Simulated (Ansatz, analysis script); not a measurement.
# FeGe: energy against the total moment, part 2 of 2

Wanted: E(M), the field that holds each moment, and the spin susceptibility of FeGe.

Ansatz 0.2.0; PBEsol, PAW set soft_1 (files made for PBE).

So far. Step 3 (Mesh refined): The run ends ferromagnetic, with a net moment of 4.12 μB a cell, against 4.07 μB on the first mesh. Step 4 (Without spin): The free collinear run lies 713 meV below it.

In doubt: warnings of the run leave room for a lower electronic state (analysis script), so energies may not be the lowest and differences between runs may mislead.

**6. Total moment fixed at 0.595 μB**

Level of this step: Ansatz DFT, collinear, total moment fixed by two Fermi levels; PBEsol, PAW set soft_1; PAW set soft_1 (Ansatz).

Two Fermi levels, one a spin, hold the total moment exactly, which reaches states that a free run would leave.

File input.yaml:

```yaml
crystal:
  lattice:
    - [4.9976023358, 0.0, 0.0]
    - [-2.4988011679, 4.3280505808, 0.0]
    - [0.0, 0.0, 4.11576135]
  atoms:
    - { symbol: Fe, position: [0.5, 0.0, 0.0], spin: 0.1984 }
    - { symbol: Fe, position: [0.5, 0.5, 0.0], spin: 0.1983 }
    - { symbol: Fe, position: [0.0, 0.5, 0.0], spin: 0.1983 }
    - { symbol: Ge, position: [0.0, 0.0, 0.0] }
    - { symbol: Ge, position: [0.33333333, 0.66666667, 0.5] }
    - { symbol: Ge, position: [0.66666667, 0.33333333, 0.5] }
magnetization:
  spin_polarized: true
  initial_magnetization: 0.595
  spin_locking: { lock_magnetization: hard }
kpoints:
  mp_grid: { grid: [9, 9, 9] }
hamiltonian:
  xc: pbesol
  pseudopotentials: { kind: paw, azcp: { folder: soft_1 }, xc_functional: pbe }
scf:
  occupations: { method: fermi_dirac, width: 0.05 }
  max_iter: 120
  convergence: { dr2_threshold: 1.0e-08 }
  lower_state_search: "off"
basis:
  ecutwfc: 420.0
```

On the command line:

```
$ ansatz run input.yaml --threads 1 --pin off --max-ram 2560MiB --backend cpu --events-out ev --progress --plain --runs-dir out
```

Numbers of over 12 decimals in the logs are rounded to 6 here.

What it wrote:

```text
Engine: ansatz 0.2.0, aarch64-unknown-linux-gnu
Pseudopotentials: kind: paw
Pseudopotential: Fe, paw, valence charge 16, recommended cutoff 420 eV (normal), soft_1/Fe.paw.azcp
Pseudopotential: Ge, paw, valence charge 14, recommended cutoff 420 eV (normal), soft_1/Ge.paw.azcp
Functional definition: PBEsol
  exchange = pbesol_x
  correlation = pbesol_c
Crystal: 6 atoms, lattice volume = 89.023 Å³
Basis set: ecut = 420 eV, 1699 PW (Γ)
Bands: 55, of which v1, the nominal top of the filled ones, is band 45 counted from 1 (44 counted from 0)
Symmetry: 8 space group operations
Space group: Cmmm (ITA 65), of the structure as read, at distance tolerance 4.5e-5 Å
Magnetic group: BNS 65.481 (UNI 579), of the structure as read, at distance tolerance 4.5e-5 Å
k-points: 125 of 729
Non-local potential: Fe, projectors of the file, l = 0: 3, l = 1: 2, l = 2: 3, l = 3: 1
Non-local potential: Ge, projectors of the file, l = 0: 2, l = 1: 2, l = 2: 3, l = 3: 1
PAW form: soft (Blöchl's): semilocal exchange-correlation on the pseudo side does not see the compensation charge
PAW frozen core: Fe, regenerated for the run's functional, and the local potential with it (the file was generated under x = pbe(κ = 0.804, μ = 0.219515), c = pbe(β = 0.066725))
PAW frozen core: Ge, regenerated for the run's functional, and the local potential with it (the file was generated under x = pbe(κ = 0.804, μ = 0.219515), c = pbe(β = 0.066725))
PAW one-centre angular grid: Fe, 590 points (default); XC on 64 Gauss nodes
PAW one-centre angular grid: Ge, 590 points (default); XC on 64 Gauss nodes
Initial density: superposition of atomic densities (chi_scale 0.1, normalization cell)
Starting moments: Σ|m| = 0.595 μB on 3 of 6 sites
Initial wavefunctions: pseudopotential atomic-orbital guess
Functional: x = pbesol(κ = 0.804, μ = 0.123457), c = pbesol(β = 0.046)
SCF iter   1: F=—  HF=-26111.234465 eV  |F-HF|=—  |Δ(HF+E_count)|=         —  Δρ=5.79e-2 (↑5.79e-2 ↓5.44e-2)  dr2=2.27e1  dr2_m=9.75e-3  M=0.595 μB ∫|m|=0.676 μB  β_m=0.30  ethr=3.10e-3  ⟨swp⟩=6.0  Hψ=46916  notcnv=0  defer=51
preconditioner: auto → Kerker (q_TF=auto, 2.733 Å⁻¹)  [metal: Δε(μ)=0.000 eV  Ē_g=14.945 eV  σ=0.050 eV  W_gap=0.00  n_scr=26 (ndim 8)  ℏωp=32.0 eV  f_vac=0.001  D(μ)=10.94/eV (n_scr^D=150)]
spin=Collinear: Kerker preconditioning applied to the charge; magnetization (m = ρ↑ − ρ↓) channel mixes plain (no charge-response kernel on spin).
SCF iter   2: F=—  HF=-26109.101750 eV  |F-HF|=—  |Δ(HF+E_count)|=    2.13e0  Δρ=3.24e-2 (↑3.12e-2 ↓3.24e-2)  dr2=4.18e0  dr2_m=4.00e-3  M=0.595 μB ∫|m|=0.693 μB  β_m=0.29  ethr=3.10e-3  ⟨swp⟩=3.1  Hψ=23724  notcnv=0  defer=560
SCF iter   3: F=—  HF=-26108.461826 eV  |F-HF|=—  |Δ(HF+E_count)|=   6.40e-1  Δρ=1.93e-2 (↑1.93e-2 ↓1.89e-2)  dr2=3.63e0  dr2_m=3.10e-3  M=0.595 μB ∫|m|=0.711 μB  β_m=0.33  ethr=3.10e-3  ⟨swp⟩=2.1  Hψ=19986  notcnv=0  defer=487
SCF iter   4: F=—  HF=-26107.515433 eV  |F-HF|=—  |Δ(HF+E_count)|=   9.46e-1  Δρ=1.08e-2 (↑9.59e-3 ↓1.08e-2)  dr2=5.15e-1  dr2_m=7.46e-4  M=0.595 μB ∫|m|=0.772 μB  β_m=0.58  ethr=3.10e-3  ⟨swp⟩=2.2  Hψ=19825  notcnv=0  defer=487
SCF iter   5: F=—  HF=-26107.429451 eV  |F-HF|=—  |Δ(HF+E_count)|=   8.60e-2  Δρ=2.78e-2 (↑2.41e-2 ↓2.78e-2)  dr2=2.83e0  dr2_m=3.25e-3  M=0.595 μB ∫|m|=0.821 μB  β_m=0.42  ethr=5.72e-4  ⟨swp⟩=2.7  Hψ=22483  notcnv=0  defer=419  recentre
SCF iter   6: F=—  HF=-26107.385985 eV  |F-HF|=—  |Δ(HF+E_count)|=   4.35e-2  Δρ=1.64e-2 (↑1.48e-2 ↓1.64e-2)  dr2=1.03e0  dr2_m=7.39e-4  M=0.595 μB ∫|m|=0.824 μB  β_m=0.35  ethr=5.72e-4  ⟨swp⟩=2.0  Hψ=16766  notcnv=0  defer=419
SCF iter   7: F=—  HF=-26107.351218 eV  |F-HF|=—  |Δ(HF+E_count)|=   3.48e-2  Δρ=2.10e-3 (↑2.10e-3 ↓1.99e-3)  dr2=2.02e-2  dr2_m=1.31e-4  M=0.595 μB ∫|m|=0.839 μB  β_m=0.49  ethr=5.72e-4  ⟨swp⟩=2.0  Hψ=15452  notcnv=0  defer=419
SCF iter   8: F=—  HF=-26107.351561 eV  |F-HF|=—  |Δ(HF+E_count)|=   3.43e-4  Δρ=1.85e-3 (↑1.85e-3 ↓1.47e-3)  dr2=1.01e-2  dr2_m=1.48e-4  M=0.595 μB ∫|m|=0.847 μB  β_m=0.65  ethr=2.25e-5  ⟨swp⟩=2.0  Hψ=15281  notcnv=0  defer=419
SCF iter   9: F=—  HF=-26107.351998 eV  |F-HF|=—  |Δ(HF+E_count)|=   4.37e-4  Δρ=1.24e-3 (↑6.26e-4 ↓1.24e-3)  dr2=6.93e-4  dr2_m=5.08e-4  M=0.595 μB ∫|m|=0.853 μB  β_m=0.70  ethr=1.12e-5  ⟨swp⟩=2.0  Hψ=19870  notcnv=0  defer=419
SCF iter  10: F=—  HF=-26107.352617 eV  |F-HF|=—  |Δ(HF+E_count)|=   6.20e-4  Δρ=1.58e-3 (↑1.11e-3 ↓1.58e-3)  dr2=1.19e-3  dr2_m=1.22e-3  M=0.595 μB ∫|m|=0.852 μB  β_m=0.70  ethr=7.70e-7  ⟨swp⟩=2.0  Hψ=21973  notcnv=0  defer=419
[...]
iter 47 did not close the SCF: its close was put off for a magnetic moment that had not settled (scf_convergence_deferred on its scf_iter line)
SCF iter  47: F=-26107.351747 eV  HF=-26107.351747 eV  |F-HF|=9.28e-10  |Δ(HF+E_count)|=   2.96e-9  Δρ=3.28e-6 (↑2.02e-6 ↓3.28e-6)  dr2=3.04e-9  dr2_m=5.32e-9  M=0.595 μB ∫|m|=0.862 μB  β_m=1.00  ethr=1.00e-12  ⟨swp⟩=1.0  Hψ=36359  notcnv=0
iter 48 did not close the SCF: its close was put off for a magnetic moment that had not settled (scf_convergence_deferred on its scf_iter line)
SCF iter  48: F=-26107.351747 eV  HF=-26107.351747 eV  |F-HF|=2.33e-9  |Δ(HF+E_count)|=   1.59e-9  Δρ=2.95e-6 (↑2.00e-6 ↓2.95e-6)  dr2=1.34e-9  dr2_m=4.77e-9  M=0.595 μB ∫|m|=0.862 μB  β_m=1.00  ethr=1.00e-12  ⟨swp⟩=1.0  Hψ=31323  notcnv=0
iter 49 did not close the SCF: its close was put off for a magnetic moment that had not settled (scf_convergence_deferred on its scf_iter line)
SCF iter  49: F=-26107.351747 eV  HF=-26107.351747 eV  |F-HF|=2.53e-9  |Δ(HF+E_count)|=   2.77e-9  Δρ=2.77e-6 (↑2.04e-6 ↓2.77e-6)  dr2=9.07e-10  dr2_m=4.58e-9  M=0.595 μB ∫|m|=0.862 μB  β_m=1.00  ethr=1.00e-12  ⟨swp⟩=1.0  Hψ=31270  notcnv=0
iter 50 did not close the SCF: its close was put off for a magnetic moment that had not settled (scf_convergence_deferred on its scf_iter line)
SCF iter  50: F=-26107.351747 eV  HF=-26107.351747 eV  |F-HF|=2.26e-9  |Δ(HF+E_count)|=  6.00e-10  Δρ=2.82e-6 (↑1.99e-6 ↓2.82e-6)  dr2=1.16e-9  dr2_m=4.54e-9  M=0.595 μB ∫|m|=0.862 μB  β_m=1.00  ethr=1.00e-12  ⟨swp⟩=1.0  Hψ=28083  notcnv=0
iter 51 did not close the SCF: its close was put off for a magnetic moment that had not settled (scf_convergence_deferred on its scf_iter line)
SCF iter  51: F=-26107.351747 eV  HF=-26107.351747 eV  |F-HF|=3.75e-9  |Δ(HF+E_count)|=   1.22e-8  Δρ=3.12e-6 (↑2.58e-6 ↓3.12e-6)  dr2=8.23e-10  dr2_m=6.15e-9  M=0.595 μB ∫|m|=0.862 μB  β_m=1.00  ethr=1.00e-12  ⟨swp⟩=1.0  Hψ=39728  notcnv=0
```

Wall time 6 min (1 thread of Arm Neoverse V1, shared host); peak memory 0.91 GiB.

The run was cut off at the time left to it in the session, and no result is taken from it.

**7. Total moment fixed at 1.191 μB**

input.yaml, the sections that differ from step 6:

```yaml
crystal:
  lattice:
    - [4.9976023358, 0.0, 0.0]
    - [-2.4988011679, 4.3280505808, 0.0]
    - [0.0, 0.0, 4.11576135]
  atoms:
    - { symbol: Fe, position: [0.5, 0.0, 0.0], spin: 0.397 }
    - { symbol: Fe, position: [0.5, 0.5, 0.0], spin: 0.397 }
    - { symbol: Fe, position: [0.0, 0.5, 0.0], spin: 0.397 }
    - { symbol: Ge, position: [0.0, 0.0, 0.0] }
    - { symbol: Ge, position: [0.33333333, 0.66666667, 0.5] }
    - { symbol: Ge, position: [0.66666667, 0.33333333, 0.5] }
magnetization:
  spin_polarized: true
  initial_magnetization: 1.191
  spin_locking: { lock_magnetization: hard }
# kpoints, hamiltonian, scf, basis: as in step 6
```

What it wrote:

```text
Engine: ansatz 0.2.0, aarch64-unknown-linux-gnu
Pseudopotentials: kind: paw
Pseudopotential: Fe, paw, valence charge 16, recommended cutoff 420 eV (normal), soft_1/Fe.paw.azcp
Pseudopotential: Ge, paw, valence charge 14, recommended cutoff 420 eV (normal), soft_1/Ge.paw.azcp
Functional definition: PBEsol
  exchange = pbesol_x
  correlation = pbesol_c
Crystal: 6 atoms, lattice volume = 89.023 Å³
Basis set: ecut = 420 eV, 1699 PW (Γ)
Bands: 55, of which v1, the nominal top of the filled ones, is band 45 counted from 1 (44 counted from 0)
Symmetry: 24 space group operations
[...]
iteration 46: the SCF's residuals had fallen too slowly under its mixing. It goes on by minimising its free energy, and can end on another state than longer mixing would; under `scf.algorithm: density_mixing` no SCF does so, but by `scf.convergence.dm_fallback`
SCF iter  47: F=—  HF=-26107.434727 eV  |F-HF|=—  |Δ(HF+E_count)|=   5.05e-4  Δρ=1.39e-4 (↑1.33e-4 ↓1.39e-4)  dr2=7.59e-6  dr2_m=1.26e-5  M=1.191 μB ∫|m|=1.713 μB  ethr=3.59e-9  ⟨swp⟩=5.2  Hψ=36915  notcnv=0
SCF iter  48: F=—  HF=-26107.444003 eV  |F-HF|=—  |Δ(HF+E_count)|=   9.28e-3  Δρ=9.62e-5 (↑6.83e-5 ↓9.62e-5)  dr2=7.96e-6  dr2_m=1.97e-6  M=1.191 μB ∫|m|=1.612 μB  ethr=3.59e-9  ⟨swp⟩=5.0  Hψ=29350  notcnv=0
```

It took 6 min on 1 thread; peak memory 1.7 GiB.

The run was cut off at the time left to it in the session, and no result is taken from it.

**8. Total moment fixed at 2.977 μB**

input.yaml, the sections that differ from step 7:

```yaml
crystal:
  lattice:
    - [4.9976023358, 0.0, 0.0]
    - [-2.4988011679, 4.3280505808, 0.0]
    - [0.0, 0.0, 4.11576135]
  atoms:
    - { symbol: Fe, position: [0.5, 0.0, 0.0], spin: 0.9924 }
    - { symbol: Fe, position: [0.5, 0.5, 0.0], spin: 0.9923 }
    - { symbol: Fe, position: [0.0, 0.5, 0.0], spin: 0.9923 }
    - { symbol: Ge, position: [0.0, 0.0, 0.0] }
    - { symbol: Ge, position: [0.33333333, 0.66666667, 0.5] }
    - { symbol: Ge, position: [0.66666667, 0.33333333, 0.5] }
magnetization:
  spin_polarized: true
  initial_magnetization: 2.977
  spin_locking: { lock_magnetization: hard }
# kpoints, hamiltonian, scf, basis: as in step 7
```

What it wrote:

```text
[...]
Crystal: 6 atoms, lattice volume = 89.023 Å³
Basis set: ecut = 420 eV, 1699 PW (Γ)
Bands: 56, of which v1, the nominal top of the filled ones, is band 45 counted from 1 (44 counted from 0)
Symmetry: 8 space group operations
[...]
k-points: 125 of 729
[...]
Starting moments: Σ|m| = 2.977 μB on 3 of 6 sites
[...]
Per-site moments (μB) at R_I (Å): [(1.132064, 1.030755), (1.132055, 1.030755), (1.132055, 1.030755), (-0.084241, 1.030755), (-0.061915, 1.036698), (-0.061915, 1.036698)]
Free energy (F): -26107.895966 eV
[...]
Internal energy: -26107.847407 eV  (E = F + TS)
E sigma→0 (E₀):  -26107.871687 eV
Entropy (-TS):   -0.048559 eV (-8.093 meV/atom)
Fermi energy:    13.947338 (↑ 13.732051, ↓ 14.162625) eV
[...]
[key lines of the parts left out:]
SCF converged after 23 iterations
Magnetization: 2.9770 μB (46.4885 up, 43.5115 down)
```

Wall time 2.8 min (1 thread); peak memory 0.94 GiB.

The energy is -573 meV from the state without spin, and the largest site carries 1.13 μB.

**9. Total moment fixed at 5.359 μB**

input.yaml, the sections that differ from step 8:

```yaml
crystal:
  lattice:
    - [4.9976023358, 0.0, 0.0]
    - [-2.4988011679, 4.3280505808, 0.0]
    - [0.0, 0.0, 4.11576135]
  atoms:
    - { symbol: Fe, position: [0.5, 0.0, 0.0], spin: 1.7864 }
    - { symbol: Fe, position: [0.5, 0.5, 0.0], spin: 1.7863 }
    - { symbol: Fe, position: [0.0, 0.5, 0.0], spin: 1.7863 }
    - { symbol: Ge, position: [0.0, 0.0, 0.0] }
    - { symbol: Ge, position: [0.33333333, 0.66666667, 0.5] }
    - { symbol: Ge, position: [0.66666667, 0.33333333, 0.5] }
magnetization:
  spin_polarized: true
  initial_magnetization: 5.359
  spin_locking: { lock_magnetization: hard }
# kpoints, hamiltonian, scf, basis: as in step 8
```

What it wrote:

```text
[...]
Crystal: 6 atoms, lattice volume = 89.023 Å³
Basis set: ecut = 420 eV, 1699 PW (Γ)
Bands: 58, of which v1, the nominal top of the filled ones, is band 45 counted from 1 (44 counted from 0)
Symmetry: 8 space group operations
[...]
k-points: 125 of 729
[...]
Starting moments: Σ|m| = 5.359 μB on 3 of 6 sites
[...]
Per-site moments (μB) at R_I (Å): [(1.833492, 1.030755), (1.833482, 1.030755), (1.833482, 1.030755), (-0.051288, 1.030755), (-0.036725, 1.036698), (-0.036725, 1.036698)]
Free energy (F): -26107.955479 eV
[...]
Internal energy: -26107.911511 eV  (E = F + TS)
E sigma→0 (E₀):  -26107.933495 eV
Entropy (-TS):   -0.043967 eV (-7.328 meV/atom)
Fermi energy:    14.136961 (↑ 14.243172, ↓ 14.030751) eV
[...]
[key lines of the parts left out:]
SCF converged after 17 iterations
Magnetization: 5.3590 μB (47.6795 up, 42.3205 down)
```

Run time: 1.8 min. Hardware: 1 thread; peak memory 0.97 GiB.

The energy is -632 meV from the state without spin, and the largest site carries 1.83 μB.

The other 5 runs of this kind were made alike; their results stand in the table below.

**10. No field, tight threshold**

A field gives a second route to the same curve. A thousand tesla shift each spin by 58 meV, and the threshold is tightened so that small induced moments are resolved.

input.yaml, the sections that differ from step 9:

```yaml
crystal:
  lattice:
    - [4.9976023358, 0.0, 0.0]
    - [-2.4988011679, 4.3280505808, 0.0]
    - [0.0, 0.0, 4.11576135]
  atoms:
    - { symbol: Fe, position: [0.5, 0.0, 0.0], spin: 1.46 }
    - { symbol: Fe, position: [0.5, 0.5, 0.0], spin: 1.46 }
    - { symbol: Fe, position: [0.0, 0.5, 0.0], spin: 1.46 }
    - { symbol: Ge, position: [0.0, 0.0, 0.0] }
    - { symbol: Ge, position: [0.33333333, 0.66666667, 0.5] }
    - { symbol: Ge, position: [0.66666667, 0.33333333, 0.5] }
magnetization:
  spin_polarized: true
scf:
  occupations: { method: fermi_dirac, width: 0.05 }
  max_iter: 120
  convergence: { dr2_threshold: 1.0e-10 }
  lower_state_search: "off"
# kpoints, hamiltonian, basis: as in step 9
```

What it wrote:

```text
[...]
Crystal: 6 atoms, lattice volume = 89.023 Å³
Basis set: ecut = 420 eV, 1699 PW (Γ)
Bands: 57, of which v1, the nominal top of the filled ones, is band 45 counted from 1 (44 counted from 0)
Symmetry: 24 space group operations
[...]
k-points: 60 of 729
[...]
Starting moments: Σ|m| = 4.38 μB on 3 of 6 sites
[...]
Per-site moments (μB) at R_I (Å): [(1.462508, 1.030755), (1.462508, 1.030755), (1.462508, 1.030755), (-0.068412, 1.030755), (-0.047685, 1.036698), (-0.047685, 1.036698)]
Free energy (F): -26108.036449 eV
[...]
Internal energy: -26107.998162 eV  (E = F + TS)
E sigma→0 (E₀):  -26108.017305 eV
Entropy (-TS):   -0.038287 eV (-6.381 meV/atom)
Fermi energy:    14.113586 eV
[...]
[key lines of the parts left out:]
SCF converged after 19 iterations
Magnetization: 4.1222 μB (47.0611 up, 42.9389 down)
```

Run time: 61 s. Hardware: 1 thread; peak memory 0.62 GiB.

The net moment is 4.12 μB a cell.

**11. Field of 1500 T**

Edit input.yaml of step 10 so:

```diff
@@ -14,2 +14,3 @@
   spin_polarized: true
+  magnetic_field: 1500.0
 kpoints:
```

What it wrote:

```text
[...]
Crystal: 6 atoms, lattice volume = 89.023 Å³
Basis set: ecut = 420 eV, 1699 PW (Γ)
Bands: 57, of which v1, the nominal top of the filled ones, is band 45 counted from 1 (44 counted from 0)
Symmetry: 24 space group operations
[...]
k-points: 60 of 729
[...]
Starting moments: Σ|m| = 4.38 μB on 3 of 6 sites
[...]
Per-site moments (μB) at R_I (Å): [(1.736130, 1.030755), (1.736130, 1.030755), (1.736130, 1.030755), (-0.053878, 1.030755), (-0.039593, 1.036698), (-0.039593, 1.036698)]
Free energy (F): -26108.423730 eV
[...]
Internal energy: -26108.378004 eV  (E = F + TS)
E sigma→0 (E₀):  -26108.400867 eV
Entropy (-TS):   -0.045726 eV (-7.621 meV/atom)
Fermi energy:    14.138361 eV
[...]
[key lines of the parts left out:]
SCF converged after 21 iterations
Magnetization: 5.0402 μB (47.5201 up, 42.4799 down)
```

Run time: 66 s. Hardware: 1 thread; peak memory 0.62 GiB.

The net moment is 5.04 μB a cell.

2 more runs differ from these in the same keys alone and are tabled below.

**12. Other settings**

A test of how the program answers to a changed input.

File input.yaml:

```yaml
crystal:
  lattice:
    - [4.9976023358, 0.0, 0.0]
    - [-2.4988011679, 4.3280505808, 0.0]
    - [0.0, 0.0, 4.11576135]
  atoms:
    - { symbol: Fe, position: [0.5, 0.0, 0.0], spin: 0.9924 }
    - { symbol: Fe, position: [0.5, 0.5, 0.0], spin: 0.9923 }
    - { symbol: Fe, position: [0.0, 0.5, 0.0], spin: 0.9923 }
    - { symbol: Ge, position: [0.66666667, 0.33333333, 0.5] }
    - { symbol: Ge, position: [0.33333333, 0.66666667, 0.5] }
    - { symbol: Ge, position: [0.66666667, 0.33333333, 0.5] }
magnetization:
  spin_polarized: true
  initial_magnetization: 2.977
  spin_locking: { lock_magnetization: hard }
kpoints:
  mp_grid: { grid: [9, 9, 9] }
hamiltonian:
  xc: pbesol
  pseudopotentials: { kind: paw, azcp: { folder: soft_1 }, xc_functional: pbe }
scf:
  occupations: { method: fermi_dirac, width: 0.05 }
  max_iter: 120
  convergence: { dr2_threshold: 1.0e-08 }
  lower_state_search: "off"
basis:
  ecutwfc: 420.0
```

On the command line:

```
$ ansatz run input.yaml --threads 2 --pin off --max-ram 5120MiB --backend cpu --events-out ev --progress --plain --runs-dir out
```

What it wrote:

```text
Error: atoms 3 (Ge) and 5 (Ge) coincide: fractional positions [0.66666667, 0.33333333, 0.5] and [0.66666667, 0.33333333, 0.5] are 0.00e0 Å apart, within the symmetry tolerance 1e-5 (fractional) on every axis — remove the duplicate or separate the sites (indices count the expanded atom list at the failing check: the typed cell's during the `space_group:` round-trip, otherwise the final one with `supercell:` and `defects:` applied)
```

Elapsed: 0.03 s, on 2 threads; peak memory 0.033 GiB.

The input was rejected at the start.

The program's message: “Error: atoms 3 (Ge) and 5 (Ge) coincide: fractional positions [0.66666667, 0.33333333, 0.5] and [0.66666667, 0.33333333, 0.5] are 0.00e0 Å apart, within the symmetry tolerance 1e-5 (fractional) on eve …”

The change that led to it: crystal.atoms[3].position = [0.66666667, 0.33333333, 0.5].

**13. E(M) and M(B)**

The energy less the state without spin by total moment:

```csv
total moment (μB/cell),energy less the state without spin (meV/cell)
0.00,0
1.79,-247
2.38,-415
2.98,-573
3.57,-677
4.17,-713
4.76,-685
5.36,-632
```

The field that holds a moment is half the difference of the two Fermi levels over μB.

Field that holds the moment against total moment:

```csv
total moment (μB/cell),field that holds the moment (T)
1.79,-4439
2.38,-5094
2.98,-3719
3.57,-2334
4.17,141
4.76,1253
5.36,1835
```

Site moments:

```csv
total (μB),Fe no. 1 (μB),Fe no. 2 (μB),Fe no. 3 (μB),Ge no. 4 (μB),Ge no. 5 (μB),Ge no. 6 (μB)
1.786,0.7023,0.7023,0.7023,-0.055,-0.0487,-0.0487
2.382,0.9267,0.9267,0.9267,-0.0716,-0.0597,-0.0597
2.977,1.132,1.132,1.132,-0.0842,-0.0619,-0.0619
3.573,1.316,1.316,1.316,-0.0876,-0.0559,-0.0559
4.168,1.475,1.475,1.475,-0.0668,-0.047,-0.047
4.763,1.649,1.65,1.65,-0.0553,-0.0413,-0.0413
5.359,1.833,1.833,1.833,-0.0513,-0.0367,-0.0367
```

The total moment by field:

```csv
field (T),total moment (μB/cell)
0,4.12
300,4.22
600,4.33
1500,5.04
```

A Landau fit E = a2 M² + a4 M⁴ + a6 M⁶ (meV, μB):

Read from the output:

```yaml
landau_coefficients_a2_a4_a6: -94.66, 3.929, -0.04860 meV/μB², meV/μB^4, meV/μB^6
r_m_s_miss_of_the_landau_fit: 7.797 meV
```

**14. Summary of results**

```yaml
state_of_the_free_run: ferromagnetic
net_moment_of_the_free_run: 4.12 μB
energy_of_the_free_run_from_the_state_without_spin: -713 meV a cell
lowest_of_the_fixed_moments_tried: M = 4.168 μB, -713 meV
dm_db_between_0_and_300_t: 0.333 μB a cell per 1000 T
```

At this level the system is magnetic: the free run keeps 1.46 μB on the largest site. No other order was typed. Among the fixed moments, E(M) falls 713 meV below the state without spin and is lowest near 4.168 μB on this grid. The field acts on spins alone. The 13 fixed-moment and field runs took 29 min of wall time, added up. Energies are free energies at a smearing of 0.05 eV, and with partly filled levels differences shift, at times strongly, as the smearing goes to zero. In doubt: the program's search for lower states was switched off, so a lower magnetic state than those reached may exist.

[Logs and program files are shortened in this print: banners, set-up blocks, solver, clock and traceback lines can be left out without a mark of their own.]

[Logs are printed without paths, hosts, clocks, repeated set-up lines and the standing remarks that a program may print on its own settings, such as how far it seeks lower states.]

[Hosts, paths, dates, database ids (printed as entryN), source tags and the programs' standing remarks are cut or masked in the printed files.]
